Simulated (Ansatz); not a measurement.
# Tc of Ir (Fm-3m) from its phonons

Aim: the phonon-mediated transition temperature of Ir (Fm-3m) at ambient pressure, over a range of μ*. The cell shown first is a relaxed one, from steps not shown here.

Program: Ansatz 0.2.0. Level of theory: DFT PBE, scalar-relativistic, plane waves, PAW; PAW set soft_1, in the first sound run; inputs show where later runs differ. Results are calculated unless marked as measured.

**What experiment says.**

“List of superconductors” (2026, Wikipedia's table of superconducting elements, as read in December) quotes from earlier work for Ir (bulk crystal): superconducting transition temperature (bulk, normal pressure) 0.14 K.

This is a report of a sequence of runs, with most program output left out.

### 1. The cell after earlier relaxation steps

It takes space group Fm-3m (No. 225, cubic). The conventional cell has a = 3.871 Å, b = 3.871 Å, c = 3.871 Å, α = 90.00°, β = 90.00°, γ = 90.00°. Nearest to Ir lie 12 Ir at 2.74 Å.

### 2. Electron–phonon run: finite displacements

The run that gives the couplings also evaluates McMillan's and Allen and Dynes's formulas and, where asked, the Eliashberg equations, over a range of μ*.

input.yaml

```yaml
crystal:
  lattice:
    - [0.0, 1.9355672213, 1.9355672213]
    - [1.9355672213, 0.0, 1.9355672213]
    - [1.9355672213, 1.9355672213, 0.0]
  atoms:
    - { symbol: Ir, position: [0.0, 0.0, 0.0] }
kpoints:
  mp_grid: { grid: [12, 12, 12] }
hamiltonian:
  xc: pbe
  pseudopotentials: { kind: paw, azcp: { folder: soft_1 } }
scf:
  occupations: { method: methfessel_paxton, width: 0.2 }
output:
  eigenvalues: true
phonons:
  method: fd
  supercell: [4, 4, 4]
  temperatures: { t_max: 1000, t_step: 50 }
  qpath:
    path:
      - [[0.0, 0.0, 0.0], [0.5, 0.0, 0.5], [0.625, 0.25, 0.625]]
      - [[0.375, 0.375, 0.75], [0.0, 0.0, 0.0], [0.5, 0.5, 0.5], [0.5, 0.25, 0.75], [0.5, 0.0, 0.5]]
    npoints: 6
  electrical_resistivity:
    mesh: [20, 20, 20]
    temperatures: [20.0, 50.0, 80.0, 100.0, 150.0, 200.0, 273.0, 300.0, 400.0, 500.0, 600.0, 800.0]
  superconductivity: { mesh: [20, 20, 20], eliashberg_equations: false }
```

Run with:

```bash
$ ansatz run input.yaml --threads 16 --pin off --max-ram 92160MiB --backend cuda --events-out ev --progress --plain --runs-dir out --max-vram 78GiB
```

It took 30 s on 1 × NVIDIA GB200 with 16 threads of Arm Neoverse V2, shared host; peak memory 2.6 GiB; 5.3 min of CPU time.

Numbers from this step:

```yaml
volume_per_atom: 14.50 Å³/atom
metallic_on_mesh: yes
gap_on_the_k_mesh: 0 eV
zero_point_energy: 0.02688 eV/cell
share_of_imaginary_modes_in_the_plain_interpolation_between_solved_wavevectors: 0
highest_frequency_solved_or_plainly_interpolated: 194.7 cm⁻¹
debye_temperature_second_moment: 275 K
resistivity_at_300_k: 5.231 μΩ cm
coupling_constant_lambda: 0.416
density_of_states_at_the_fermi_level: 0.4696 states/eV a spin and cell
log_mean_phonon_energy_omega_log: 17.37 meV
transport_coupling_constant_lambda_tr: 0.4718, 0.4718, 0.4718 (xx, yy, zz)
drude_plasma_energy: 10.05, 10.05, 10.05 eV (xx, yy, zz)
resistivity_times_mean_free_path: 3.893, 3.893, 3.893 × 10⁻¹⁶ Ω m² (xx, yy, zz)
second_moment_phonon_energy_omega: 17.90 meV
coupling_lambda_by_branch: 0.153, 0.137, 0.126 (branches by rank of frequency)
```

Transition temperatures:

| μ* | McMillan Tc (K) | Allen–Dynes Tc (K) |
| --- | --- | --- |
| 0.08 | 1.58 | 1.6 |
| 0.1 | 1.05 | 1.07 |
| 0.12 | 0.65 | 0.658 |
| 0.13 | 0.492 | 0.499 |
| 0.14 | 0.363 | 0.367 |
| 0.16 | 0.177 | 0.179 |
| 0.2 | 0.0217 | 0.0219 |

### 3. Coupling and resistivity: r2SCAN at its own relaxed cell

The functional sets the lattice constant, the bands and the force constants.

This step: DFT r2SCAN, scalar-relativistic, plane waves, PAW; PAW set soft_1 (Ansatz 0.2.0).

input.yaml: that of step 2 with these lines changed.

```diff
@@ -2,5 +2,5 @@
   lattice:
-    - [0.0, 1.9355672213, 1.9355672213]
-    - [1.9355672213, 0.0, 1.9355672213]
-    - [1.9355672213, 1.9355672213, 0.0]
+    - [0.0, 1.9227785833, 1.9227785833]
+    - [1.9227785833, 0.0, 1.9227785833]
+    - [1.9227785833, 1.9227785833, 0.0]
   atoms:
@@ -10,3 +10,3 @@
 hamiltonian:
-  xc: pbe
+  xc: r2scan
   pseudopotentials: { kind: paw, azcp: { folder: soft_1 } }
@@ -17,4 +17,4 @@
 phonons:
-  method: fd
-  supercell: [4, 4, 4]
+  method: dfpt
+  qmesh: [4, 4, 4]
   temperatures: { t_max: 1000, t_step: 50 }
```

Elapsed: 86 s, on 1 × NVIDIA GB200 with 16 threads; peak memory 2.6 GiB; 13 min of CPU time.

Numbers from this step:

```
volume per atom                                   : 14.22 Å³/atom
zero-point energy                                 : 0.02785 eV/cell
highest frequency, solved or plainly interpolated : 202 cm⁻¹
Debye temperature (second moment)                 : 285 K
resistivity at 300 K                              : 5.04 μΩ cm
coupling constant λ                               : 0.4298
density of states at the Fermi level              : 0.4327 states/eV a spin and cell
log mean phonon energy ħω_log                     : 17.94 meV
transport coupling constant λ_tr                  : 0.4917, 0.4917, 0.4917 (xx, yy, zz)
Drude plasma energy                               : 10.43, 10.43, 10.43 eV (xx, yy, zz)
resistivity times mean free path                  : 3.866, 3.866, 3.866 × 10⁻¹⁶ Ω m² (xx, yy, zz)
second-moment phonon energy ħω₂                   : 18.47 meV
coupling λ by branch                              : 0.161, 0.141, 0.128 (branches by rank of frequency)
```

Transition temperatures:

| μ* | McMillan Tc (K) | Allen–Dynes Tc (K) |
| --- | --- | --- |
| 0.08 | 1.88 | 1.91 |
| 0.1 | 1.28 | 1.3 |
| 0.12 | 0.821 | 0.833 |
| 0.13 | 0.636 | 0.645 |
| 0.14 | 0.48 | 0.486 |
| 0.16 | 0.249 | 0.252 |
| 0.2 | 0.038 | 0.0384 |

### 4. Coupling and resistivity: spin–orbit coupling

Spin–orbit coupling splits bands near the Fermi level of heavy elements; the run uses the base functional.

This step: DFT PBE, spin-orbit coupling, plane waves, PAW; PAW set soft_1 (Ansatz 0.2.0).

input.yaml, the sections that differ from step 3:

```yaml
crystal:
  lattice:
    - [0.0, 1.9355672213, 1.9355672213]
    - [1.9355672213, 0.0, 1.9355672213]
    - [1.9355672213, 1.9355672213, 0.0]
  atoms:
    - { symbol: Ir, position: [0.0, 0.0, 0.0] }
hamiltonian:
  xc: pbe
  pseudopotentials: { kind: paw_fr, azcp: { folder: soft_1 } }
magnetization:
  noncollinear: true
  spin_orbit: true
# kpoints, scf, output, phonons: as in step 3
```

Elapsed: 42 s, on 1 × NVIDIA GB200 with 16 threads; peak memory 4.8 GiB; 7.6 min of CPU time.

This step gave:

```yaml
volume_per_atom: 14.50 Å³/atom
zero_point_energy: 0.02649 eV/cell
highest_frequency_solved_or_plainly_interpolated: 194.0 cm⁻¹
debye_temperature_second_moment: 271 K
resistivity_at_300_k: 5.978 μΩ cm
coupling_constant_lambda: 0.4098
density_of_states_at_the_fermi_level: 0.4696 states/eV a spin and cell
log_mean_phonon_energy_omega_log: 17.29 meV
transport_coupling_constant_lambda_tr: 0.463, 0.463, 0.463 (xx, yy, zz)
drude_plasma_energy: 9.343, 9.343, 9.343 eV (xx, yy, zz)
resistivity_times_mean_free_path: 4.145, 4.145, 4.145 × 10⁻¹⁶ Ω m² (xx, yy, zz)
second_moment_phonon_energy_omega: 17.85 meV
coupling_lambda_by_branch: 0.148, 0.138, 0.124 (branches by rank of frequency)
```

Transition temperatures:

| μ* | McMillan Tc (K) | Allen–Dynes Tc (K) |
| --- | --- | --- |
| 0.08 | 1.46 | 1.49 |
| 0.1 | 0.964 | 0.978 |
| 0.12 | 0.586 | 0.593 |
| 0.13 | 0.439 | 0.445 |
| 0.14 | 0.32 | 0.323 |
| 0.16 | 0.151 | 0.153 |
| 0.2 | 0.0165 | 0.0167 |

The Eliashberg function α²F by phonon energy; read off at these points:

| phonon energy (meV) | α²F | α²F tr |
| --- | --- | --- |
| 2.0 | 0 | 0 |
| 3.0 | 1.0e-4 | 0 |
| 4.0 | 4.0e-4 | 1.0e-4 |
| 5.0 | 6.6e-4 | 2.0e-4 |
| 6.0 | 0.00120 | 4.0e-4 |
| 7.0 | 0.00175 | 8.0e-4 |
| 8.0 | 0.00287 | 0.00167 |
| 9.0 | 0.00542 | 0.00416 |
| 10.0 | 0.0134 | 0.0132 |
| 11.0 | 0.0254 | 0.0270 |
| 12.0 | 0.0488 | 0.0506 |
| 13.0 | 0.0883 | 0.0923 |
| 14.0 | 0.162 | 0.172 |
| 15.0 | 0.287 | 0.331 |
| 16.0 | 0.464 | 0.554 |
| 17.0 | 0.498 | 0.566 |
| 18.0 | 0.549 | 0.645 |
| 18.3 | 0.581 | 0.682 |
| 19.0 | 0.142 | 0.165 |
| 20.0 | 0.263 | 0.315 |
| 21.0 | 0.356 | 0.402 |
| 21.8 | 0.622 | 0.680 |
| 22.0 | 0.615 | 0.679 |
| 23.0 | 0.0813 | 0.0811 |

Twice the integral of α²F/ω over this curve gives λ = 0.41, half of it from below 17.6 meV. Distinct peaks of the Eliashberg function α²F (α²F) stand at 18.34 and 21.84 meV; the one at 21.8 meV is strongest.

### 5. What came out

```json
{
  "meshes": "q 4×4×4, k 12×12×12, scattering 20×20×20",
  "coupling constant λ": "0.410",
  "log mean phonon energy ħω_log": "17.3 meV",
  "Allen–Dynes Tc at μ* = 0.1": "0.978 K",
  "Allen–Dynes Tc at μ* = 0.13": "0.445 K"
}
```

What this shows: In the last run (PBE, spin–orbit coupling, q 4×4×4, k 12×12×12, scattering 20×20×20), with λ = 0.41 and ħω_log = 17.3 meV, Tc at μ* = 0.13 is 0.44 K by McMillan's formula and 0.45 K by Allen and Dynes's. Allen and Dynes's formula meets the measured 0.14 K at μ* near 0.16. Raising μ* from 0.10 to 0.16 lowers the Allen–Dynes value from 0.98 to 0.15 K. By the run's own test λ is not converged in the fine mesh: it moves by 3 % between the two finest, and by up to 9 % in the other runs. The run's transport test calls it not converged in the mesh; ρ(300 K) moves by 5 % in the component that moves most. λ of these runs moves by 3 to 9 % between their two finest meshes, and Tc by more, so small gaps between the runs or to the measured value rank nothing. Over the runs, λ takes the values 0.416, 0.430 and 0.410, in the order shown. μ* is a typed number, phonons are harmonic, and spin fluctuations are left out; at μ* = 0.13 McMillan's formula turns 1 % in λ into about 7.3 % in Tc.

Comparison with the measured values:

```
                                                   quantity  measured  Allen–Dynes, PBE, q 4×4×4, fine 20×20×20, displacements  Allen–Dynes, r2SCAN, q 4×4×4, fine 20×20×20  Allen–Dynes, PBE SOC, q 4×4×4, fine 20×20×20
superconducting transition temperature (μ* = 0.13) (kelvin)      0.14                                          0.50 (+256.4 %)                              0.65 (+360.7 %)                               0.45 (+217.9 %)
```

Measured values from Wikipedia's table of superconducting elements, as read in December (2026).

**Verdict.** For the superconducting transition temperature, of the levels listed nearest comes Allen–Dynes, PBE SOC, q 4×4×4, fine 20×20×20 (+217.9 %, a clear miss) and farthest Allen–Dynes, r2SCAN, q 4×4×4, fine 20×20×20 (+360.7 %, a clear miss). Limits of convergence are named above.

[Logs are printed without paths, hosts, clocks, repeated set-up lines and the standing remarks that a program may print on its own settings, such as how far it seeks lower states.]

[Hosts, paths, dates, database ids (printed as entryN), source tags and the programs' standing remarks are cut or masked in the printed files.]
